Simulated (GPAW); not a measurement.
## Work function of 1T-VBrI monolayer at several levels

How far do functional and basis move the work function of 1T-VBrI monolayer? Where a layer proves gapped, the work function hangs on where the smearing puts the Fermi level, and the band edges take its place.

Calculated with GPAW 26.7.0; GPAW, PAW setups; layer in a repeated cell with vacuum, relaxation of atoms and in-plane cell, in the first sound run; inputs show where later runs differ.

Report form: the programs' logs are mostly left out.

## Step 1: The structure

The cell holds 3 atoms: 1 I, 1 V and 1 Br. Its edges and angles: a = 3.908 Å, b = 3.908 Å, c = 21.198 Å, α = 90.0°, β = 90.0°, γ = 120.0°. Vacuum lies along c.

## Step 2: Relaxation

Forces are removed first; all later runs use this geometry.

run.py reads:

```python
import json
import numpy as np
from ase import Atoms
from ase.filters import FrechetCellFilter
from ase.optimize import BFGS
from gpaw import GPAW, PW

slab = Atoms(
    ['I', 'V', 'Br'],
    positions=[
        [1.95383, 1.12805, 9.00000],
        [0.00000, 0.00000, 10.76343],
        [-0.00000, 2.25609, 12.19788]],
    cell=[[3.90767, 0.0, 0.0], [-1.95383, 3.38414, 0.0], [0.0, 0.0, 21.1979]],
    pbc=[True, True, True],
    magmoms=[0.0, 1.0, 0.0])

slab.calc = GPAW(mode=PW(600), xc='PBE', kpts={'size': (9, 9, 1), 'gamma': True},
                 occupations={'name': 'fermi-dirac', 'width': 0.05}, nbands='160%',
                 convergence={'density': 1e-05}, maxiter=200,
                 symmetry={'tolerance': 1e-3}, txt='slab.txt')
result = {}
# The in-plane cell is free; stress needs a cell that repeats along all three vectors
path = []
opt = BFGS(FrechetCellFilter(slab, mask=[1, 1, 0, 0, 0, 1]), maxstep=0.2)
opt.attach(lambda: path.append((slab.get_potential_energy(), slab.positions.tolist(), slab.get_forces().tolist())))
result['relaxed'] = bool(opt.run(fmax=0.02, steps=45))
result['path'] = path
result['cell'] = slab.cell.tolist()
print('in-plane lattice', slab.cell.cellpar().round(4)[[0, 1, 5]])
energy = slab.get_potential_energy()
fermi = slab.calc.get_fermi_level()
v = slab.calc.get_electrostatic_potential().mean((0, 1)) - fermi
n = slab.calc.get_pseudo_density().mean((0, 1))
L = slab.cell[2, 2]
z = np.arange(len(v)) * L / len(v)
low, high = slab.positions[:, 2].min(), slab.positions[:, 2].max()
below, above = np.interp([low - 6.8, high + 6.8], z, v)
slopes = [np.interp(x, z, np.gradient(v, z)) for x in (low - 6.8, high + 6.8)]
eps = np.array([[slab.calc.get_eigenvalues(k, s) for k in range(len(slab.calc.get_ibz_k_points()))]
                for s in range(slab.calc.get_number_of_spins())]) - fermi
top, bottom = eps[eps < 0].max(), eps[eps > 0].min()
dipole = slab.get_dipole_moment()[2]
print(f'energy {energy:.4f} eV, Fermi level {fermi:.4f} eV, dipole {dipole:.5f} e A')
print(f'potential 6.8 A off the faces, from the Fermi level: lower {below:.4f} eV, upper {above:.4f} eV')
print(f'slope of the potential there: lower {slopes[0]:.5f}, upper {slopes[1]:.5f} eV/A')
print(f'nearest levels on the mesh: {top:.4f} and {bottom:.4f} eV')
print('magnetic moment', round(slab.get_magnetic_moment(), 3))
result.update(energy=energy, fermi=fermi, dipole=dipole, below=below, above=above, slopes=slopes, edges=[top, bottom],
              z=z.tolist(), v=v.tolist(), n=n.tolist(), positions=slab.positions.tolist(),
              forces=slab.get_forces(apply_constraint=False).tolist(), moments=slab.get_magnetic_moments().tolist())
json.dump(result, open('result.json', 'w'))
```

Started as:

```console
$ OMP_NUM_THREADS=1 OPENBLAS_NUM_THREADS=1 python run.py
```

It took 4.8 min on 1 thread of Intel Xeon 6975P-C (Granite Rapids), shared host; peak memory 0.57 GiB.

This step gave:

```yaml
dipole_along_the_normal: -0.03654 e·Å
levels_nearest_the_fermi_level_on_the_mesh: -0.6396, 0.5882 eV from the Fermi level
site_moments: -0.03949, 2.535, -0.02414 μB
sum_of_the_site_moments: 2.472 μB
```

Table of electrostatic potential energy of an electron (without an applied field's), less the Fermi level, planar mean by z:

| z (Å) | electrostatic potential energy of an electron (without an applied field's), less the Fermi level, planar mean (eV) |
| --- | --- |
| 0.0 | 3.95 |
| 0.5 | 3.94 |
| 1.0 | 3.92 |
| 1.5 | 3.91 |
| 2.0 | 3.90 |
| 2.5 | 3.89 |
| 3.0 | 3.88 |
| 3.5 | 3.87 |
| 4.0 | 3.86 |
| 4.5 | 3.85 |
| 5.0 | 3.83 |
| 5.5 | 3.82 |
| 6.0 | 3.81 |
| 6.5 | 3.77 |
| 7.0 | 3.68 |
| 7.5 | 3.28 |
| 8.0 | 1.58 |
| 8.5 | -4.90 |
| 9.0 | -16.6 |
| 9.5 | -11.1 |
| 10.0 | -4.31 |
| 10.5 | -7.73 |
| 11.0 | -7.51 |
| 11.5 | -5.37 |
| 12.0 | -11.8 |
| 12.5 | -6.20 |
| 13.0 | 1.55 |
| 13.5 | 3.59 |
| 14.0 | 4.00 |
| 14.5 | 4.08 |
| 15.0 | 4.08 |
| 15.5 | 4.08 |
| 16.0 | 4.07 |
| 16.5 | 4.05 |
| 17.0 | 4.04 |
| 17.5 | 4.03 |
| 18.0 | 4.02 |
| 18.5 | 4.01 |
| 19.0 | 4.00 |
| 19.5 | 3.99 |
| 20.0 | 3.97 |
| 20.5 | 3.96 |
| 21.0 | 3.95 |

Table of pseudo valence density, planar mean by z:

| z (Å) | pseudo valence density, planar mean (e/Å³) |
| --- | --- |
| 5.5 | 6.6e-5 |
| 6.0 | 2.8e-4 |
| 6.5 | 0.00125 |
| 7.0 | 0.00562 |
| 7.5 | 0.0250 |
| 8.0 | 0.0994 |
| 8.5 | 0.260 |
| 9.0 | 0.156 |
| 9.5 | 0.303 |
| 10.0 | 0.304 |
| 10.5 | 0.838 |
| 11.0 | 0.802 |
| 11.5 | 0.346 |
| 12.0 | 0.307 |
| 12.5 | 0.291 |
| 13.0 | 0.134 |
| 13.5 | 0.0306 |
| 14.0 | 0.00615 |
| 14.5 | 0.00124 |
| 15.0 | 2.6e-4 |
| 15.5 | 5.8e-5 |

Site moment by atom:

| atom | site moment (μB) |
| --- | --- |
| I1 | -0.04 |
| V2 | 2.54 |
| Br3 | -0.02 |

The relaxation lowered the energy of the cell by 0.0386 eV (energies extrapolated to zero smearing; the optimiser's log prints free energies). The largest force left on a free atom is 0.0045 eV/Å.

## Step 3: The slab's potential

With the geometry fixed, the planar mean of the potential gives the vacuum level on each side.

This step: GPAW, PAW setups; slab in vacuum (GPAW 26.7.0).

The cell differs from the one that the last finished run ended in (c 21.198 → 21.016 Å).

run.py: that of step 2 with these lines changed.

```diff
@@ -3,4 +3,2 @@
 from ase import Atoms
-from ase.filters import FrechetCellFilter
-from ase.optimize import BFGS
 from gpaw import GPAW, PW
@@ -10,22 +8,15 @@
     positions=[
-        [1.95383, 1.12805, 9.00000],
-        [0.00000, 0.00000, 10.76343],
-        [-0.00000, 2.25609, 12.19788]],
-    cell=[[3.90767, 0.0, 0.0], [-1.95383, 3.38414, 0.0], [0.0, 0.0, 21.1979]],
-    pbc=[True, True, True],
+        [1.99388, 1.15117, 9.00000],
+        [0.00000, -0.00000, 10.62853],
+        [-0.00000, 2.30234, 12.01604]],
+    cell=[[3.98777, -0.0, 0.0], [-1.99388, 3.45351, 0.0], [0.0, 0.0, 21.016]],
+    pbc=[True, True, False],
     magmoms=[0.0, 1.0, 0.0])
 
-slab.calc = GPAW(mode=PW(600), xc='PBE', kpts={'size': (9, 9, 1), 'gamma': True},
+slab.calc = GPAW(mode=PW(400), xc='PBE', kpts={'size': (9, 9, 1), 'gamma': True},
                  occupations={'name': 'fermi-dirac', 'width': 0.05}, nbands='160%',
                  convergence={'density': 1e-05}, maxiter=200,
+                 poissonsolver={'dipolelayer': 'xy'},
                  symmetry={'tolerance': 1e-3}, txt='slab.txt')
 result = {}
-# The in-plane cell is free; stress needs a cell that repeats along all three vectors
-path = []
-opt = BFGS(FrechetCellFilter(slab, mask=[1, 1, 0, 0, 0, 1]), maxstep=0.2)
-opt.attach(lambda: path.append((slab.get_potential_energy(), slab.positions.tolist(), slab.get_forces().tolist())))
-result['relaxed'] = bool(opt.run(fmax=0.02, steps=45))
-result['path'] = path
-result['cell'] = slab.cell.tolist()
-print('in-plane lattice', slab.cell.cellpar().round(4)[[0, 1, 5]])
 energy = slab.get_potential_energy()
```

Wall time 34 s (1 thread); peak memory 0.3 GiB.

This step gave:

| Quantity | Value |
| --- | --- |
| dipole along the normal | -0.02821 e·Å |
| levels nearest the Fermi level on the mesh | -0.6393, 0.5879 eV from the Fermi level |
| upper work function | 4.135 eV |
| lower work function | 3.763 eV |
| site moments | -0.03945, 2.533, -0.02427 μB |
| upper ionisation energy | 4.775 eV |
| sum of the site moments | 2.470 μB |

Electrostatic potential energy of an electron (without an applied field's), less the Fermi level, planar mean against z:

| z (Å) | electrostatic potential energy of an electron (without an applied field's), less the Fermi level, planar mean (eV) |
| --- | --- |
| 0 | 3.95 |
| 1 | 3.76 |
| 2 | 3.76 |
| 3 | 3.76 |
| 4 | 3.76 |
| 5 | 3.76 |
| 6 | 3.75 |
| 7 | 3.61 |
| 8 | 0.783 |
| 9 | -17.4 |
| 10 | -4.43 |
| 11 | -6.52 |
| 12 | -12.2 |
| 13 | 2.28 |
| 14 | 4.06 |
| 15 | 4.13 |
| 16 | 4.13 |
| 17 | 4.14 |
| 18 | 4.14 |
| 19 | 4.14 |
| 20 | 4.14 |

Pseudo valence density, planar mean against z:

z (Å), pseudo valence density, planar mean (e/Å³) and a bar:
```
        5       0.00 
        6       0.00 
        7       0.01 
        8       0.13 ######
        9       0.14 #######
       10       0.33 ################
       11       0.62 ##############################
       12       0.29 ##############
       13       0.10 #####
       14       0.00 
       15       0.00 
       16       0.00
```

The layer is gapped, so the Fermi level lies somewhere inside the gap, set by smearing and numerics, and these work functions are no property of the material; the band edges below the vacuum level are. The potential is flat to 2.3e-5 eV/Å where it is read, so the vacuum is wide enough.

## Step 4: Self-consistent run: xc = "LDA"

The same geometry under LDA, to see how far the functional moves the levels against the vacuum.

run.py: that of step 3 with these lines changed.

```diff
@@ -15,3 +15,3 @@
 
-slab.calc = GPAW(mode=PW(400), xc='PBE', kpts={'size': (9, 9, 1), 'gamma': True},
+slab.calc = GPAW(mode=PW(400), xc='LDA', kpts={'size': (9, 9, 1), 'gamma': True},
                  occupations={'name': 'fermi-dirac', 'width': 0.05}, nbands='160%',
```

Run time: 28 s. Hardware: 1 thread; peak memory 0.28 GiB.

This step gave:

```
dipole along the normal                    : -0.02912 e·Å
levels nearest the Fermi level on the mesh : -0.4411, 0.3908 eV from the Fermi level
upper work function                        : 4.381 eV
lower work function                        : 3.997 eV
site moments                               : -0.04032, 2.527, -0.02645 μB
upper ionisation energy                    : 4.822 eV
sum of the site moments                    : 2.460 μB
```

Table of electrostatic potential energy of an electron (without an applied field's), less the Fermi level, planar mean by z:

z (Å), electrostatic potential energy of an electron (without an applied field's), less the Fermi level, planar mean (eV) and a bar from the least value:
```
      0.0        4.2 ##############################
      0.5        4.0 #############################
      1.0        4.0 #############################
      1.5        4.0 #############################
      2.0        4.0 #############################
      2.5        4.0 #############################
      3.0        4.0 #############################
      3.5        4.0 #############################
      4.0        4.0 #############################
      4.5        4.0 #############################
      5.0        4.0 #############################
      5.5        4.0 #############################
      6.0        4.0 #############################
      6.5        4.0 #############################
      7.0        3.8 #############################
      7.5        3.3 #############################
      8.0        1.0 #########################
      8.5       -7.1 ##############
      9.0      -17.1 
      9.5       -8.5 ############
     10.0       -4.1 ##################
     10.5       -8.2 ############
     11.0       -6.2 ###############
     11.5       -6.0 ################
     12.0      -11.9 #######
     12.5       -3.7 ###################
     13.0        2.5 ###########################
     13.5        4.0 #############################
     14.0        4.3 ##############################
     14.5        4.4 ##############################
     15.0        4.4 ##############################
     15.5        4.4 ##############################
     16.0        4.4 ##############################
     16.5        4.4 ##############################
     17.0        4.4 ##############################
     17.5        4.4 ##############################
     18.0        4.4 ##############################
     18.5        4.4 ##############################
     19.0        4.4 ##############################
     19.5        4.4 ##############################
     20.0        4.4 ##############################
     20.5        4.4 ##############################
```

Pseudo valence density, planar mean against z:

z (Å), pseudo valence density, planar mean (e/Å³) and a bar:
```
        5       0.00 
        6       0.00 
        7       0.01 
        8       0.13 ######
        9       0.14 #######
       10       0.33 ################
       11       0.62 ##############################
       12       0.29 ##############
       13       0.10 #####
       14       0.00 
       15       0.00 
       16       0.00
```

Force by atom:

| atom | x (eV/Å) | y (eV/Å) | z (eV/Å) | size |
| --- | --- | --- | --- | --- |
| I1 | 0.000 | 0.000 | 0.582 | 0.582 |
| V2 | 0.000 | 0.000 | -0.017 | 0.017 |
| Br3 | 0.000 | 0.000 | -0.565 | 0.565 |

The highest filled level lies 0.441 eV under the Fermi level, so the ionisation energy from the upper face is 4.381 + 0.441 = 4.822 eV, against 4.775 eV in the base run.

## Step 5: Self-consistent run: xc = "vdW-DF2"

The same geometry under vdW-DF2, to see how far the functional moves the levels against the vacuum (the van der Waals functionals take revPBE setups).

run.py: that of step 4 with these lines changed.

```diff
@@ -15,3 +15,3 @@
 
-slab.calc = GPAW(mode=PW(400), xc='LDA', kpts={'size': (9, 9, 1), 'gamma': True},
+slab.calc = GPAW(mode=PW(400), xc='vdW-DF2', kpts={'size': (9, 9, 1), 'gamma': True},
                  occupations={'name': 'fermi-dirac', 'width': 0.05}, nbands='160%',
```

Run time: 47 s. Hardware: 1 thread; peak memory 0.5 GiB.

Numbers from this step:

* dipole along the normal: -0.02768 e·Å
* levels nearest the Fermi level on the mesh: -0.7369, 0.6857 eV from the Fermi level
* upper work function: 4.507 eV
* lower work function: 4.142 eV
* site moments: -0.01870, 2.539, 4.82e-5 μB
* upper ionisation energy: 5.244 eV
* sum of the site moments: 2.520 μB

The highest filled level lies 0.737 eV under the Fermi level, so the ionisation energy from the upper face is 4.507 + 0.737 = 5.244 eV, against 4.775 eV in the base run.

## Step 6: OptPBE vdW: xc = "optPBE-vdW"

The same geometry under optPBE-vdW, to see how far the functional moves the levels against the vacuum (the van der Waals functionals take revPBE setups).

run.py: that of step 5 with these lines changed.

```diff
@@ -15,3 +15,3 @@
 
-slab.calc = GPAW(mode=PW(400), xc='vdW-DF2', kpts={'size': (9, 9, 1), 'gamma': True},
+slab.calc = GPAW(mode=PW(400), xc='optPBE-vdW', kpts={'size': (9, 9, 1), 'gamma': True},
                  occupations={'name': 'fermi-dirac', 'width': 0.05}, nbands='160%',
```

The job ended after 48 s (1 thread; peak memory 0.5 GiB).

This step gave:

| Item | Value |
| --- | --- |
| dipole along the normal | -0.02791 e·Å |
| levels nearest the Fermi level on the mesh | -0.6575, 0.6027 eV from the Fermi level |
| upper work function | 4.388 eV |
| lower work function | 4.020 eV |
| site moments | -0.03895, 2.555, -0.02354 μB |
| upper ionisation energy | 5.045 eV |
| sum of the site moments | 2.493 μB |

The electrostatic potential energy of an electron (without an applied field's), less the Fermi level, planar mean by z:

z (Å), electrostatic potential energy of an electron (without an applied field's), less the Fermi level, planar mean (eV) and a bar from the least value:
```
      0.0        4.2 ##############################
      0.5        4.0 #############################
      1.0        4.0 #############################
      1.5        4.0 #############################
      2.0        4.0 #############################
      2.5        4.0 #############################
      3.0        4.0 #############################
      3.5        4.0 #############################
      4.0        4.0 #############################
      4.5        4.0 #############################
      5.0        4.0 #############################
      5.5        4.0 #############################
      6.0        4.0 #############################
      6.5        4.0 #############################
      7.0        3.8 #############################
      7.5        3.3 ############################
      8.0        0.9 #########################
      8.5       -7.3 ##############
      9.0      -17.3 
      9.5       -8.8 ############
     10.0       -4.4 ##################
     10.5       -8.5 ############
     11.0       -6.5 ###############
     11.5       -6.3 ###############
     12.0      -12.1 #######
     12.5       -3.8 ###################
     13.0        2.4 ###########################
     13.5        4.0 #############################
     14.0        4.3 ##############################
     14.5        4.4 ##############################
     15.0        4.4 ##############################
     15.5        4.4 ##############################
     16.0        4.4 ##############################
     16.5        4.4 ##############################
     17.0        4.4 ##############################
     17.5        4.4 ##############################
     18.0        4.4 ##############################
     18.5        4.4 ##############################
     19.0        4.4 ##############################
     19.5        4.4 ##############################
     20.0        4.4 ##############################
     20.5        4.4 ##############################
```

The highest filled level lies 0.658 eV under the Fermi level, so the ionisation energy from the upper face is 4.388 + 0.658 = 5.045 eV, against 4.775 eV in the base run.

## Step 7: Self-consistent run: xc = "RPBE"

The same geometry under RPBE, to see how far the functional moves the levels against the vacuum.

run.py: that of step 6 with these lines changed.

```diff
@@ -15,3 +15,3 @@
 
-slab.calc = GPAW(mode=PW(400), xc='optPBE-vdW', kpts={'size': (9, 9, 1), 'gamma': True},
+slab.calc = GPAW(mode=PW(400), xc='RPBE', kpts={'size': (9, 9, 1), 'gamma': True},
                  occupations={'name': 'fermi-dirac', 'width': 0.05}, nbands='160%',
```

It took 34 s on 1 thread; peak memory 0.3 GiB.

This step gave:

* dipole along the normal: -0.02818 e·Å
* levels nearest the Fermi level on the mesh: -0.6773, 0.6275 eV from the Fermi level
* upper work function: 4.060 eV
* lower work function: 3.689 eV
* site moments: -0.04545, 2.548, -0.03080 μB
* upper ionisation energy: 4.738 eV
* sum of the site moments: 2.472 μB

The highest filled level lies 0.677 eV under the Fermi level, so the ionisation energy from the upper face is 4.060 + 0.677 = 4.738 eV, against 4.775 eV in the base run.

## Step 8: Self-consistent run: xc = "revPBE"

The same geometry under revPBE, to see how far the functional moves the levels against the vacuum.

run.py: that of step 7 with these lines changed.

```diff
@@ -15,3 +15,3 @@
 
-slab.calc = GPAW(mode=PW(400), xc='RPBE', kpts={'size': (9, 9, 1), 'gamma': True},
+slab.calc = GPAW(mode=PW(400), xc='revPBE', kpts={'size': (9, 9, 1), 'gamma': True},
                  occupations={'name': 'fermi-dirac', 'width': 0.05}, nbands='160%',
```

Wall time 34 s (1 thread); peak memory 0.3 GiB.

Numbers from this step:

```
dipole along the normal                    : -0.02804 e·Å
levels nearest the Fermi level on the mesh : -0.6684, 0.6197 eV from the Fermi level
upper work function                        : 4.053 eV
lower work function                        : 3.683 eV
site moments                               : -0.04438, 2.546, -0.02990 μB
upper ionisation energy                    : 4.722 eV
sum of the site moments                    : 2.471 μB
```

The highest filled level lies 0.668 eV under the Fermi level, so the ionisation energy from the upper face is 4.053 + 0.668 = 4.722 eV, against 4.775 eV in the base run.

(Continued in part 2 of 2.)

[Logs are printed without paths, hosts, clocks, repeated set-up lines and the standing remarks that a program may print on its own settings, such as how far it seeks lower states.]

[Hosts, paths, dates, database ids (printed as entryN), source tags and the programs' standing remarks are cut or masked in the printed files.]
